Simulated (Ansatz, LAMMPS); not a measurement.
# Electronic structure of glassy 77SiO2-6B2O3-8CaO-8MgO (mol %) (142 atoms)

Wanted: forces, charges and levels of glassy 77SiO2-6B2O3-8CaO-8MgO (mol %) (142 atoms).

Method: Kohn-Sham DFT, r2SCAN, PAW (set soft_2), plane waves, in Ansatz 0.2.0.

## 1. The starting structure

The cell holds 142 atoms: 37 Si, 6 B, 4 Ca, 4 Mg and 91 O. Its edges and angles: a = 12.352 Å, b = 12.352 Å, c = 12.352 Å, α = 90.0°, β = 90.0°, γ = 90.0°. 142 atoms (37 Si, 6 B, 4 Ca, 4 Mg, 91 O) placed at random at 2.31 g/cm³, melted at 3000 K for 20 ps at fixed volume with the Buckingham and Coulomb pair potential of Guillot and Sator (Geochim. Cosmochim. Acta 71, 1249 (2007)) with the boron terms of Wang et al. (J. Non-Cryst. Solids 498, 294 (2018)). Quenched from 3000 K to 300 K at 30 K/ps and fixed volume, held 10 ps at zero pressure.

What the set-up can't give: The quench rate of 30 K/ps far exceeds what a furnace or splat quench reaches, so expect more defects and frozen-in strain than in a real sample. The starting topology of bonds comes from the classical model, and needn't be the one that DFT or experiment would give. Only the Γ point is sampled, in a cell whose shortest periodic width is 12 Å.

## 2. Making the structure

A classical potential supplies the starting structure, since it reaches far longer times than DFT.

This step: classical MD, Buckingham and Coulomb pair potential of Guillot and Sator (Geochim. Cosmochim. Acta 71, 1249 (2007)) with the boron terms of Wang et al. (J. Non-Cryst. Solids 498, 294 (2018)) (LAMMPS 22 Jul 2025 - Update 4).

Contents of in.lmp:

```
# melt-quench of Si37B6Ca4Mg4O91
units metal
atom_style charge
boundary p p p
region box block 0 12.6576 0 12.6576 0 12.6576
create_box 5 box
mass 1 28.0850   # Si
mass 2 10.8100   # B
mass 3 40.0780   # Ca
mass 4 24.3050   # Mg
mass 5 15.9990   # O
create_atoms 1 random 37 896136 NULL overlap 1.5 maxtry 2000
create_atoms 2 random 6 896143 NULL overlap 1.5 maxtry 2000
create_atoms 3 random 4 896150 NULL overlap 1.5 maxtry 2000
create_atoms 4 random 4 896157 NULL overlap 1.5 maxtry 2000
create_atoms 5 random 91 896164 NULL overlap 1.5 maxtry 2000
pair_style buck/coul/long 9.0
pair_coeff * * 0.0 1.0 0.0
pair_coeff 1 5 50306.10 0.161 46.2978   # Si-O
pair_coeff 2 5 206941.81 0.124 35.0018   # B-O
pair_coeff 3 5 155667.70 0.178 42.2597   # Ca-O
pair_coeff 4 5 32652.64 0.178 27.281   # Mg-O
pair_coeff 5 5 9022.79 0.265 85.0921   # O-O
pair_coeff 2 2 484.40 0.35 0.0   # B-B
pair_coeff 1 2 337.70 0.29 0.0   # Si-B
set type 1 charge 1.89
set type 2 charge 1.4175
set type 3 charge 0.945
set type 4 charge 0.945
set type 5 charge -0.945
kspace_style pppm 1.0e-4
neigh_modify delay 0 every 1 check yes
thermo_style custom step time temp pe press density
thermo_modify norm yes
# [... 17 lines left out ...]
fix md all nvt temp 3000 300 0.1
run 90000 post no
unfix md
thermo 3333
fix md all npt temp 300 300 0.1 iso 0 0 1
run 10000 post no
unfix md
write_dump all custom glass.dump id type xs ys zs modify sort id
```

Launch:

```sh
lmp -in in.lmp -log none -nocite
```

What it wrote:

```text
LAMMPS (22 Jul 2025 - Update 4)
Created orthogonal box = (0 0 0) to (12.6576 12.6576 12.6576)
Created 37 atoms
Created 6 atoms
Created 4 atoms
Created 4 atoms
Created 91 atoms
PPPM initialization ...
  G vector (1/distance) = 0.33732138
  grid = 12 12 12
  estimated relative force accuracy = 4.0576509e-05
   Step          Time           Temp          PotEng         Press         Density
         0   0              0             -1.1390282      815972.35      2.3070157
       100   0.1            0             -11.071308     -33454.518      2.3070157
       105   0.105          0             -11.080704     -34467.262      2.3070157
Loop time of 0.114968 s on 1 MPI rank(s) for 105 steps with 142 atoms
Minimization stats:
  Stopping criterion = energy tolerance
  Energy initial, next-to-last, final =
     -1.13902818694687   -11.080035580404  -11.0807037300889
  Force two-norm initial, final = 452.11592 2.2195483
  Iterations, force evaluations = 105 161
   Step          Time           Temp          PotEng         Press         Density
         0   0              3000          -11.080704     -5668.7528      2.3070157
       500   0.5            3080.0403     -10.686295      8943.1913      2.3070157
      1000   1              3045.2384     -10.751571      18473.669      2.3070157
Loop time of 0.550138 s on 1 MPI rank(s) for 1000 steps with 142 atoms
   Step          Time           Temp          PotEng         Press         Density
      1000   1              3045.2384     -10.751571      18473.669      2.3070157
      3333   3.333          3203.8196     -10.784608      14879.237      2.3070157
      6666   6.666          3116.6547     -10.791945     -6544.4975      2.3070157
      9999   9.999          2957.7419     -10.768332     -6410.5106      2.3070157
     13332   13.332         3585.623      -10.772824     -13214.39       2.3070157
     16665   16.665         2974.2227     -10.848851     -3125.5045      2.3070157
[... 2 lines left out ...]
Loop time of 10.8622 s on 1 MPI rank(s) for 20000 steps with 142 atoms
   Step          Time           Temp          PotEng         Press         Density
[... 12 lines left out ...]
Loop time of 47.7953 s on 1 MPI rank(s) for 90000 steps with 142 atoms
   Step          Time           Temp          PotEng         Press         Density
[... 1 line left out ...]
    113322   113.322        315.40369     -11.272955      6345.8133      2.4551033
    116655   116.655        320.75411     -11.271027     -81.20562       2.4999069
    119988   119.988        321.08781     -11.271702      11135.389      2.4947474
    121000   121            252.2771      -11.271363      10204.529      2.4828084
Loop time of 6.7415 s on 1 MPI rank(s) for 10000 steps with 142 atoms
```

Run time: 66 s. Hardware: 1 thread of Arm Neoverse V2, shared host; peak memory 0.078 GiB.

## 3. Plane-wave single point

The electrons are solved once, with the atoms held.

Contents of input.yaml:

```yaml
crystal:
  lattice:
    - [12.35152, 0.0, 0.0]
    - [0.0, 12.35152, 0.0]
    - [0.0, 0.0, 12.35152]
  atoms:
    - { symbol: Si, position: [0.4654, 0.90386, 0.72198] }
    - { symbol: Si, position: [0.16178, 0.04027, 0.43538] }
    - { symbol: Si, position: [0.16072, 0.58002, 0.09455] }
    - { symbol: Si, position: [0.39781, 0.26706, 0.81166] }
    - { symbol: Si, position: [0.93643, 0.97688, 0.32656] }
    - { symbol: Si, position: [0.64198, 0.60606, 0.92137] }
    - { symbol: Si, position: [0.64211, 0.00608, 0.59902] }
    - { symbol: Si, position: [0.77415, 0.29074, 0.75192] }
    - { symbol: Si, position: [0.56486, 0.78306, 0.5412] }
    - { symbol: Si, position: [0.1466, 0.97572, 0.97148] }
    - { symbol: Si, position: [0.99126, 0.45748, 0.48969] }
    - { symbol: Si, position: [0.02943, 0.21812, 0.56845] }
    - { symbol: Si, position: [0.71574, 0.28616, 0.28199] }
    - { symbol: Si, position: [0.87087, 0.68574, 0.82797] }
    - { symbol: Si, position: [0.49437, 0.90827, 0.17766] }
    - { symbol: Si, position: [0.07912, 0.85464, 0.56336] }
    - { symbol: Si, position: [0.26619, 0.60139, 0.63095] }
    - { symbol: Si, position: [0.48747, 0.50761, 0.72877] }
    - { symbol: Si, position: [0.05171, 0.53129, 0.72926] }
    - { symbol: Si, position: [0.32829, 0.41654, 0.4776] }
    - { symbol: Si, position: [0.86524, 0.58796, 0.23291] }
    - { symbol: Si, position: [0.63283, 0.51202, 0.30719] }
    - { symbol: Si, position: [0.40367, 0.05585, 0.40832] }
    - { symbol: Si, position: [0.87427, 0.02067, 0.55246] }
    - { symbol: Si, position: [0.47191, 0.69406, 0.3159] }
    - { symbol: Si, position: [0.66785, 0.25373, 0.53136] }
    - { symbol: Si, position: [0.89639, 0.35676, 0.1342] }
    - { symbol: Si, position: [0.57959, 0.84955, 0.95171] }
    - { symbol: Si, position: [0.1706, 0.46556, 0.30332] }
    - { symbol: Si, position: [0.7052, 0.38347, 0.96758] }
    - { symbol: Si, position: [0.93432, 0.73976, 0.40803] }
    - { symbol: Si, position: [0.95541, 0.73062, 0.05521] }
    [... 104 atom lines left out ...]
    - { symbol: O, position: [0.96438, 0.85144, 0.11485] }
    - { symbol: O, position: [0.85682, 0.02983, 0.42173] }
    - { symbol: O, position: [0.20035, 0.27275, 0.06393] }
    - { symbol: O, position: [0.01501, 0.49503, 0.60911] }
    - { symbol: O, position: [0.05625, 0.75379, 0.47715] }
    - { symbol: O, position: [0.93547, 0.01461, 0.20173] }
kpoints:
  mp_grid: { grid: [1, 1, 1] }
hamiltonian:
  xc: r2scan
scf:
  occupations: { method: fixed }
output:
  forces: true
  stress: true
  populations: true
  dos:
    method: { smearing: { sigma: 0.15 } }
    de: 0.1
    projected: { site_lists: { B: [B], Ca: [Ca], Mg: [Mg], O: [O], Si: [Si] } }
  eigenvalues: true
  write_density: true
  write_potential: true
  volumetric_format: npy
```

Launch:

```sh
ansatz run input.yaml --threads 8 --pin off --max-ram 15872MiB --backend cpu --events-out ev --progress --plain --runs-dir out
```

What it wrote:

```text
Engine: ansatz 0.2.0, aarch64-unknown-linux-gnu
Pseudopotentials: kind: paw
Pseudopotential: Si, paw, valence charge 4, recommended cutoff 500 eV (meta_gga), Si.paw.azcp
Pseudopotential: B, paw, valence charge 3, recommended cutoff 500 eV (meta_gga), B.paw.azcp
Pseudopotential: Ca, paw, valence charge 10, recommended cutoff 500 eV (meta_gga), Ca.paw.azcp
Pseudopotential: Mg, paw, valence charge 10, recommended cutoff 500 eV (meta_gga), Mg.paw.azcp
Pseudopotential: O, paw, valence charge 6, recommended cutoff 500 eV (meta_gga), O.paw.azcp
[... 6 lines on functional and potentials left out ...]
Crystal: 142 atoms, lattice volume = 1884.348 Å³
Basis set: ecut = 500 eV, 47937 PW (Γ), exchange–correlation on 384×384×384 points (64 copies of the dense FFT grid, shifted against one another)
Bands: 538, of which v1, the nominal top of the filled ones, is band 396 counted from 1 (395 counted from 0)
Symmetry: 1 space group operations
Space group: P1 (ITA 1), of the structure as read, at distance tolerance 1.2e-4 Å
k-points: 1
[... 16 lines on functional and potentials left out ...]
Initial density: superposition of atomic densities (neutral atoms: chi_scale 0, normalization atom), corrected by the library's trained network
Initial wavefunctions: pseudopotential atomic-orbital guess
Functional: x = r2scan, c = r2scan; τ floored in thin density (d = 2e-4 eV/Å³)
SCF iter   1: F=—  HF=-91479.625119 eV  |F-HF|=—  |Δ(HF+E_count)|=         —  Δρ=8.06e-3  dr2=1.36e0  dr2_τ=1.16e1  ethr=1.77e-3  ⟨swp⟩=6.0  Hψ=2097  notcnv=0  defer=138
preconditioner: auto → Resta (q_TF=auto, 2.361 Å⁻¹)  ε∞=2.8  [insulator: Δε(μ)=3.491 eV  Ē_g=17.386 eV  n_scr=436 (ndim 8)  ℏωp=23.5 eV  f_vac=0.166  ε∞_Penn≈2.8]
SCF iter   2: F=—  HF=-91483.585648 eV  |F-HF|=—  |Δ(HF+E_count)|=    3.96e0  Δρ=4.97e-3  dr2=3.32e-1  dr2_τ=2.98e-2  ethr=1.72e-4  ⟨swp⟩=4.0  Hψ=1002  notcnv=0  defer=140
SCF iter   3: F=—  HF=-91483.543055 eV  |F-HF|=—  |Δ(HF+E_count)|=   4.26e-2  Δρ=1.46e-3  dr2=3.99e-2  dr2_τ=6.22e-3  ethr=4.19e-5  ⟨swp⟩=4.0  Hψ=689  notcnv=0  defer=140
SCF iter   4: F=—  HF=-91483.538024 eV  |F-HF|=—  |Δ(HF+E_count)|=   5.03e-3  Δρ=6.13e-4  dr2=5.44e-3  dr2_τ=1.07e-3  ethr=5.03e-6  ⟨swp⟩=4.0  Hψ=696  notcnv=0  defer=140
SCF iter   5: F=—  HF=-91483.537485 eV  |F-HF|=—  |Δ(HF+E_count)|=   5.39e-4  Δρ=1.67e-4  dr2=5.45e-4  dr2_τ=3.86e-5  ethr=6.87e-7  ⟨swp⟩=2.0  Hψ=902  notcnv=0  defer=140
SCF iter   6: F=—  HF=-91483.537758 eV  |F-HF|=—  |Δ(HF+E_count)|=   2.73e-4  Δρ=8.81e-5  dr2=1.28e-4  dr2_τ=1.58e-5  ethr=6.88e-8  ⟨swp⟩=2.0  Hψ=777  notcnv=0  defer=140
SCF iter   7: F=—  HF=-91483.537752 eV  |F-HF|=—  |Δ(HF+E_count)|=   5.75e-6  Δρ=2.35e-5  dr2=1.11e-5  dr2_τ=1.15e-6  ethr=1.61e-8  ⟨swp⟩=2.0  Hψ=766  notcnv=0  defer=140
SCF iter   8: F=—  HF=-91483.538263 eV  |F-HF|=—  |Δ(HF+E_count)|=   5.11e-4  Δρ=1.22e-5  dr2=2.75e-6  dr2_τ=2.66e-7  ethr=1.40e-9  ⟨swp⟩=3.0  Hψ=914  notcnv=0  defer=140
SCF iter   9: F=—  HF=-91483.538264 eV  |F-HF|=—  |Δ(HF+E_count)|=   1.15e-6  Δρ=3.84e-6  dr2=3.19e-7  dr2_τ=2.98e-8  ethr=3.47e-10  ⟨swp⟩=2.0  Hψ=698  notcnv=0  defer=140
SCF iter  10: F=-91483.538265 eV  HF=-91483.538265 eV  |F-HF|=8.75e-8  |Δ(HF+E_count)|=   3.58e-7  Δρ=1.98e-6  dr2=8.08e-8  dr2_τ=8.48e-9  ethr=1.26e-11  ⟨swp⟩=28.0  Hψ=6247  notcnv=0
SCF 1 converged in 10 iterations: F = -91483.538265 eV  dr2 = 8.08e-8
  greatest PAW one-centre occupation: 1.000 electrons in one spin orbital (limit 2), on the Mg atom at site 49 (counted from 0), in its partial waves of l = 0
WARN: The input density's exchange-correlation potential varies sharply where the density is thin. Do not read a vacuum level from v_tot or v_xc, or from such a field of the output density. On a cell that repeats whose density bears no net charge and no dipole along the vacuum's axis use v_es (v_loc + v_h of the components); [...]
SCF converged after 10 iterations
Free energy (F): -91483.538265 eV
Harris-Foulkes:  -91483.538265 eV  (|F-HF|=8.75e-8)
Internal energy: -91483.538265 eV  (E = F + TS)
E sigma→0 (E₀):  -91483.538265 eV
Fermi energy:    4.080864 eV
--- Per-component energies (eV) ---
  E_band       = -5813.169731
  E_kinetic    = 19662.761736
  E_local      = -61679.258060  (includes V_loc(G=0)·N_el)
  E_nonlocal   = 5857.270072
  E_hartree    = 23157.648537
  E_xc         = -9487.984720
  E_vxc        = -12775.155537  (∫ρ·V_xc dr)
  E_paw        = -38984.615092  (= ΣΔE_a)
  E_vpaw       = -4000.484858  (= ΣTr[D̂ρ^β])
  E_aug_tail   = 0.096494  (compensation charges beyond the density's cutoff)
  E_vtau       = 806.331300  (kinetic-family band-sum trace: ∫τ·v_τ [+ j·A + Jᵃ·Aᵃ] dr)
  E_ewald      = -30002.624442
  E_core_change = -6.832790  (= ΣΔE_core)
  E_smearing   = -0.000000  (= −TS)
  E_closure    = 0.000000  (closes the sum)
  Σ components = -91483.538265   (vs F -91483.538265, Δ=0.00e0)
--- Forces (eV/Å), atoms counted from 1 ---
  atom   1  Si    -2.63586096     0.25303932     1.04662115
  atom   2  Si    -3.11875006     1.83018578     0.50701679
  atom   3  Si     1.38115295    -2.49254947    -2.22475510
  atom   4  Si    -0.25245166     0.65096774    -1.60191532
  atom   5  Si     1.17725141    -0.78943711     3.46891429
  atom   6  Si    -1.73984333     0.15696644    -1.14180850
  atom   7  Si     0.73457357    -1.37419052    -2.03848110
  atom   8  Si     0.33580378    -3.00813508     0.47368696
  atom   9  Si     0.93769238     0.68803842    -2.10532388
  atom  10  Si     1.28746525     0.25099345    -1.22416382
  atom  11  Si    -3.46178499    -2.11787915    -1.91056664
  atom  12  Si     0.25987232    -1.02598685    -0.70679471
  atom  13  Si    -2.49997360    -0.94514416     1.23229794
  atom  14  Si     0.06699335    -0.90421574     0.27700013
[...]
atom 141  O     -0.26561978    -0.10398560    -1.40589001
  atom 142  O     -1.82358297     1.63377300    -1.57124593
  max |Σ_I F_I| component: 2.01e-4 eV/Å
--- Stress (GPa, compression-positive) ---
       -2.707679      -0.234490       0.910440
       -0.234487      -4.119615       1.054734
        0.910439       1.054737      -4.379538
  P = ⅓ Tr σ = -3.7356 GPa (-37.356 kbar)
--- Band table (eV) ---
  k-point 0: bands = ["-73.2737", "-73.1127", "-72.3214", "-71.9333", [... 522 levels ...], "13.8518", "13.8755", "13.9203", "13.9555", "13.9800", "14.0310", "14.0523", "14.0889", "14.1062", "14.1285", "14.1577", "14.2070"]
--- Löwdin populations: 142 sites ---
  site symbol       q [e]
     0     Si      2.2548
     1     Si      2.1485
     2     Si      2.2380
[...]
141      O      6.6643
  spilling = 0.012646 (of n_electrons = 792.000000)
```

It took 52 s on 8 threads of Arm Neoverse V2, shared host; peak memory 5.9 GiB.

Reading the cycles: dr2 is the Hartree energy of the density residual (eV), the measure of convergence; HF is the Harris–Foulkes estimate of the energy, which meets the free energy F at convergence.

The program notes that the exchange-correlation potential is rough where the density is thin.

Numbers from this run:

```
free energy                                      : -91483.5383 eV
free energy per atom                             : -644.2503 eV/atom
SCF cycles                                       : 10
pressure                                         : -3.736 GPa
r.m.s. force component                           : 1.12 eV/Å
longest force                                    : 4.485 eV/Å
Fermi energy                                     : 4.081 eV
gap (highest filled to lowest empty level) : 2.987 eV
spilling of the projection                       : 0.01265
```

Neighbours are counted within 2.08 Å (O-Si), 1.83 Å (O-B), 3.22 Å (O-Ca), 2.42 Å (O-Mg).

Length of the force by element and coordination:

```tsv
element	coordination	atoms	mean length of the force (eV/Å)	spread	least	most
B	all	6	2.24	0.744	1.27	3.64
B	3	3	2.56	0.792	1.77	3.64
B	4	3	1.92	0.528	1.27	2.56
Ca	all	4	1.56	0.227	1.24	1.88
Ca	5	1	1.60	0	1.60	1.60
Ca	6	1	1.88	0	1.88	1.88
Ca	7	2	1.38	0.141	1.24	1.52
Mg	all	4	1.65	0.422	1.19	2.14
Mg	3	1	2.14	0	2.14	2.14
Mg	4	2	1.59	0.405	1.19	2.00
Mg	5	1	1.28	0	1.28	1.28
O	all	91	1.40	0.687	0.190	3.36
O	2	63	1.33	0.699	0.190	3.36
O	3	28	1.56	0.63	0.664	3.14
Si	all	37	2.45	0.974	0.268	4.49
```

Löwdin charges by element and coordination (they lack the spilled electrons, 0.071 e an atom on average):

```tsv
element	coordination	atoms	mean charge (e)	spread	least	most
B	all	6	0.668	0.0393	0.617	0.738
B	3	3	0.702	0.0261	0.678	0.738
B	4	3	0.635	0.013	0.617	0.647
Ca	all	4	1.81	0.0125	1.80	1.83
Ca	5	1	1.83	0	1.83	1.83
Ca	6	1	1.80	0	1.80	1.80
Ca	7	2	1.81	4.0e-4	1.81	1.81
Mg	all	4	1.66	0.01	1.65	1.68
Mg	3	1	1.65	0	1.65	1.65
Mg	4	2	1.67	0.0026	1.67	1.68
Mg	5	1	1.66	0	1.66	1.66
O	all	91	-0.825	0.104	-1.06	-0.605
O	2	63	-0.822	0.11	-1.06	-0.605
O	3	28	-0.830	0.0893	-1.06	-0.664
Si	all	37	1.82	0.042	1.70	1.86
```

Density of states as counts of states in windows of 1 eV (from the Fermi level), total and the larger projections:

```tsv
from (eV)	to (eV)	total	O p	Si p	O s
-18	-17	14.1	0.3	1.5	11.2
-17	-16	1.0	0.0	0.1	0.8
-16	-12	0.0	0.0	0.0	0.0
-12	-11	12.0	8.2	0.4	0.3
-11	-10	21.2	14.6	1.1	0.8
-10	-9	25.2	18.0	2.2	0.9
-9	-8	33.0	24.7	4.8	0.6
-8	-7	54.0	41.6	8.7	0.5
-7	-6	33.3	26.6	3.4	1.2
-6	-5	62.5	53.5	4.2	2.3
-5	-4	84.1	75.9	3.4	1.8
-4	-3	95.0	88.7	2.5	1.2
-3	-2	76.5	72.8	1.3	0.7
-2	-1	28.4	26.9	0.6	0.2
-1	0	20.0	18.8	0.5	0.1
0	1	0.7	0.6	0.0	0.0
1	2	0.0	0.0	0.0	0.0
2	3	1.4	0.1	0.0	0.1
3	4	9.4	0.4	0.5	0.4
4	5	18.2	0.8	1.8	1.2
```

With fixed occupations the program's Fermi level is the highest filled level; weight inside the gap is the broadening of levels at its edges.

Between -26 and -18 eV lie 191 more states.

About 41 of the 792 electrons lie in deeper levels, below the stored range.

The levels nearest the highest filled one (over half full), pooled over k-points and spins:

```tsv
level less the highest filled one (eV)	occupation
-0.603	2
-0.531	2
-0.453	2
-0.355	2
-0.287	2
0	2
2.99	0
3.33	0
3.64	0
3.79	0
3.94	0
4.03	0
```

Valence density in the ab plane at fractional z = 0.220, with atoms of Si and B and Ca and O within 0.2 Å of it. It is the smooth field of the valence electrons, not physical close to the nuclei.

Values in e/Å³, 13 rows by 16 columns, each cell a mean:
```
0.1 0.0 0.2 0.4 0.4 2.9 3.0 0.4 0.8 1.8 0.3 0.0 0.0 0.1 0.8 1.0
0.0 0.1 1.5 1.6 0.3 0.7 0.7 0.4 0.6 0.2 0.0 0.0 0.0 0.0 0.1 0.1
0.0 0.1 1.2 1.1 0.1 0.0 0.1 1.1 4.0 0.6 0.0 0.0 0.0 0.0 0.0 0.1
0.0 0.0 0.1 0.1 0.0 0.1 0.1 0.4 0.9 0.2 0.0 0.0 0.0 0.0 0.1 0.0
0.0 0.1 0.6 0.3 0.1 0.1 0.1 0.1 0.3 0.1 0.1 0.2 0.3 0.2 0.3 0.1
0.0 0.4 4.5 2.2 0.1 0.0 0.0 0.2 0.9 0.3 0.1 0.5 0.6 0.3 0.3 0.2
0.1 0.1 0.7 0.4 0.0 0.0 0.0 0.0 0.1 0.2 0.3 0.1 0.1 0.6 3.4 1.0
0.1 0.4 1.9 0.6 0.0 0.0 0.0 0.0 0.0 0.5 2.6 0.6 0.1 0.4 1.9 0.6
0.1 0.8 4.2 1.0 0.1 0.0 0.0 0.0 0.0 0.2 1.0 0.4 0.7 1.6 0.4 0.1
0.0 0.1 0.2 0.3 2.0 1.1 0.0 0.0 0.0 0.2 0.7 0.4 1.8 4.3 0.6 0.0
0.0 0.0 0.0 0.5 4.0 2.4 0.1 0.2 0.3 1.4 4.8 1.0 0.2 0.2 0.1 0.0
0.0 0.1 0.5 0.6 0.3 0.1 0.1 0.2 0.5 0.7 0.8 0.2 0.1 0.0 0.2 0.2
0.2 0.1 1.2 1.5 0.2 0.2 0.2 0.1 1.3 3.7 0.5 0.1 0.1 0.2 2.2 3.1
```
Columns run along a (12.4 Å), rows up along b (12.4 Å). Atoms in or near the plane, at fractional coordinates: Si at (0.87, 0.59), B at (0.55, 0.12), Ca at (0.29, 0.21), O at (0.65, 0.18), O at (0.16, 0.57), O at (0.83, 0.28), O at (0.58, 0.01), O at (0.15, 0.36).

Electrostatic potential energy in the ab plane at fractional z = 0.220, with atoms of Si and B and Ca and O within 0.2 Å of it. With pseudopotentials it is smooth inside the atoms' cores, unlike the true potential.

Ten even steps from '0' (-40 eV) to '9' (11 eV), each cell a mean:
```
89999975346622577663248998888887447
99999862015510363125789999999998888
99999754457877763126899999999999999
99999423789999987547899999999999999
99999757999999997203899999999999999
99999999999999998324899999999999999
99999999999999988889999999999999999
99999999999999988899999999998878899
99999889999999999999999999986323689
99995115999999999878999998874000378
99994003899999999988888889885101478
99998657899999999999877889988753479
99988777899999999999888889999840049
99998778899999999999974579999963379
99983137999999999999962268999887889
99971017999999999999997677787777789
99997678887788999999998754641138889
99999988632368899999998755640038999
99999987300037899999863367887789999
99999987400047899866620048889999999
99999998754578998610154578888999999
99999988988889998610268888888899999
99999635899999999874368888778887447
89999866888998998861017988888884003
```
Columns run along a (12.4 Å; values clipped at the 3rd and 97th percentile), rows up along b (12.4 Å). Atoms in or near the plane, at fractional coordinates: Si at (0.87, 0.59), B at (0.55, 0.12), Ca at (0.29, 0.21), O at (0.65, 0.18), O at (0.16, 0.57), O at (0.83, 0.28), O at (0.58, 0.01), O at (0.15, 0.36).

Mean Löwdin charges: B +0.67, Ca +1.81, Mg +1.66, O -0.82, Si +1.82 e (they miss 1.3 % of the electrons, so they add up to more than the cell's charge).

(Continued in part 2 of 2.)

[Logs are printed without paths, hosts, clocks, repeated set-up lines and the standing remarks that a program may print on its own settings, such as how far it seeks lower states.]

[Hosts, paths, dates, database ids (printed as entryN), source tags and the programs' standing remarks are cut or masked in the printed files.]
